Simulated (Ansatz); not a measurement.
# Elastic response of glassy 65SiO2-10Al2O3-25Li2O (mol %) (128 atoms): runs compared

Aim: relax glassy 65SiO2-10Al2O3-25Li2O (mol %) (128 atoms), then change its volume and shape to read moduli from the stress.

Computed with Ansatz 0.2.0: Kohn-Sham DFT, r2SCAN, PAW (set soft_2), plane waves.

## Step 1: The cell as built

The cell holds 128 atoms: 26 Si, 8 Al, 20 Li and 74 O. Cell: a = 11.515 Å, b = 11.515 Å, c = 11.515 Å, α = 90.0°, β = 90.0°, γ = 90.0°. 128 atoms (26 Si, 8 Al, 20 Li, 74 O) placed at random at 2.38 g/cm³, melted at 4000 K for 10 ps at fixed volume with the Morse and Coulomb pair potential with partial charges (Pedone, Malavasi, Menziani, Cormack and Segre, J. Phys. Chem. B 110, 11780 (2006)). Quenched from 4000 K to 300 K at 100 K/ps and fixed volume, held 10 ps at zero pressure.

Limits known from the start: The quench rate of 100 K/ps far exceeds what a furnace or splat quench reaches, so expect more defects and frozen-in strain than in a real sample. The starting topology of bonds comes from the classical model, and needn't be the one that DFT or experiment would give. The Brillouin zone is sampled at Γ only.

## Step 2: The reference run

The reference is a single point at the end of the relaxation.

Every strained cell starts from the geometry of this run, and its atoms are relaxed with the cell held.

Its input, with most atom lines left out:

```yaml
crystal:
  lattice:
    - [11.36241, 0.09444, -0.12342]
    - [0.09444, 11.61829, 0.20047]
    - [-0.12342, 0.20047, 11.67694]
  atoms:
    - { symbol: Si, position: [0.14819, 0.96703, 0.38082] }
    - { symbol: Si, position: [0.79216, 0.65894, 0.40476] }
    - { symbol: Si, position: [0.90372, 0.68265, 0.70371] }
    - { symbol: Si, position: [0.38258, 0.78428, 0.70194] }
    - { symbol: Si, position: [0.78229, 0.14477, 0.08783] }
    - { symbol: Si, position: [0.53007, 0.44282, 0.16604] }
    - { symbol: Si, position: [0.21682, 0.12968, 0.95248] }
    [... atom lines 8 to 128 left out ...]
kpoints:
  mp_grid: { grid: [1, 1, 1] }
hamiltonian:
  xc: r2scan
scf:
  occupations: { method: fixed }
output:
  forces: true
  stress: true
  populations: true
  dos:
    method: { smearing: { sigma: 0.1 } }
    de: 0.1
    projected: { site_lists: { Al: [Al], Li: [Li], O: [O], Si: [Si] } }
  eigenvalues: true
  write_density: true
  write_potential: true
  volumetric_format: npy
```

- free energy per atom: -525.6818 eV/atom
- r.m.s. force component: 0.00728 eV/Å
- pressure: 0.002602 GPa

Filled and empty levels are parted by 4.56 eV (at Γ alone); a semilocal functional tends to put such gaps too low. In a disordered cell it changes from sample to sample, and tail or defect levels can set it.

## Step 3: The runs

Each row is one run, on 4 threads of Arm Neoverse V1, shared host. The free energy is the program's total, comparable only between runs with the same functional, potentials and atoms.

| run | atoms | outcome | ionic steps, all passes | free energy (eV) | time | host memory (GiB) |
| --- | --- | --- | --- | --- | --- | --- |
| Single point at the start | 128 | converged | - | -67276.863 | 65 s | 4.3 |
| Cell and atoms relaxed | 128 | converged | 20 | -67287.272 | 18 min | 4.3 |
| Single point at the relaxed geometry | 128 | converged | - | -67287.272 | 1.7 min | 4.6 |
| Volume -3 % | 128 | converged | 8 | -67286.989 | 9.2 min | 4.5 |
| Volume +3 % | 128 | converged | 11 | -67287.028 | 12 min | 4.7 |
| Volume -6 % | 128 | converged | 31 | -67286.519 | 30 min | 4.5 |
| Volume +6 % | 128 | converged | 16 | -67286.395 | 17 min | 4.7 |
| Volume -10 % | 128 | cut at the time limit | 20 | -67284.814 | 17 min | 4.2 |
| Stretched by 1 % along x | 128 | converged | 5 | -67287.224 | 5.8 min | 4.6 |

In some runs the program notes that the SCF threshold is loose for the stress.

## Step 4: Pressure against volume

Atoms are relaxed at each volume, in the scaled cell.

| volume change (%) | volume (Å³/atom) | energy change (meV/atom) | pressure (GPa) | largest move on relaxing (Å) | bonds | gap (eV) |
| --- | --- | --- | --- | --- | --- | --- |
| -6 | 11.315 | 5.88 | 2.61 | 1.02 | 211 | 4.81 |
| -3 | 11.676 | 2.21 | 2.01 | 0.15 | 210 | 4.64 |
| +0 | 12.037 | 0.00 | 0.00 | - | 208 | 4.56 |
| +3 | 12.398 | 1.90 | -1.69 | 0.19 | 208 | 4.40 |
| +6 | 12.759 | 6.85 | -3.00 | 1.14 | 204 | 4.12 |

## Step 5: Uniaxial strain and shear

Stress (GPa, compression positive) less that of the relaxed cell, atoms relaxed:

| strain | xx | yy | zz | xy | energy change (meV/atom) |
| --- | --- | --- | --- | --- | --- |
| stretched by 1 % along x | -1.012 | -0.364 | -0.396 | -0.023 | 0.37 |

## Step 6: Outcome

The bulk modulus, from the slope of pressure against ln V over the three points nearest the relaxed volume, is 61.6 GPa; between neighbouring points the slope runs 19, 66, 57 and 46 GPa from the smallest volume up, without a steady fall, so no pressure derivative is given, and the cell yields more easily when compressed beyond -3 %. The count of bonds runs from 204 to 211 over the series, so at some points contacts cross the cutoffs. At -6 % and +6 % some atom moved by over 0.5 Å on relaxing, so those points may sit in another local minimum. The gap goes from 4.81 eV at the smallest volume to 4.12 eV at the largest, -5.4 eV per unit of ln V by a straight line, on the run's k-points.

Caveats: Strains are finite and relaxations stop at the force tolerance of the input, which can leave moduli too stiff; they are those of a static cell at zero temperature. Volumes are changed with the cell's shape held, so in an anisotropic solid the modulus lies over the one under free hydrostatic load. The program notes that the SCF threshold of the relaxations is loose for the stress.

The DFT runs together took 1.9 h of wall time.

[Logs are printed without paths, hosts, clocks, repeated set-up lines and the standing remarks that a program may print on its own settings, such as how far it seeks lower states.]

[Hosts, paths, dates, database ids (printed as entryN), source tags and the programs' standing remarks are cut or masked in the printed files.]
